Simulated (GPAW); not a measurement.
Computed results, one entry a study.

```
Quasiparticle gap of AlInSb2 (P-4m2) in GPAW
1.0
     4.50617    0.00000    0.00000
     0.00000    4.50617    0.00000
     0.00000    0.00000    6.34882
Al In Sb
1 1 2
Direct
  0.00000 0.00000 0.00000
  0.50000 0.50000 0.50000
  0.00000 0.50000 0.23337
  0.50000 0.00000 0.76663
# method: DFT, LDA, plane waves, PAW (and 1 further level or step)
# program: GPAW 26.7.0
# settings of one run: cutoff 450 eV, GPAW PAW setups 1.2.1 data release, 2×2×2 k-mesh, nbands 443
# cost: 3 runs, 94 s in all on 4 MPI ranks of Arm Neoverse V1, shared host (the runs of this entry)
# notes: The cell and positions are those that the Materials Project relaxed with its own functionals (PBE, PBE+U or r2SCAN), kept fixed. Limits: no spin-orbit coupling. Bands and cutoff are finite, so the gap is not at the basis limit. The miss can reach some tenths of an eV and take either sign; the mesh is an error of its own. The 2×2×2 mesh is coarse for this cell, which bears on the long-range parts of exchange and screening.
# LDA gap: 0.27 eV, direct
# G0W0 gap on the mesh: 1.29 eV
# GW settings: 2×2×2 mesh, 201 bands, screening to 78 eV, Godby-Needs plasmon pole
# known limits: not at the basis limit; no spin-orbit coupling; coarse k mesh
```

[Paths, hosts, dates, memory and timing lines, banners, echoed tables and standing remarks are left out of the program output.]

[Logs are printed without paths, hosts, clocks, repeated set-up lines and the standing remarks that a program may print on its own settings, such as how far it seeks lower states.]

[Runs of the session that timed out or met a known fault of the program may be left out.]

[Hosts, paths, dates, database ids (printed as entryN), source tags and the programs' standing remarks are cut or masked in the printed files.]
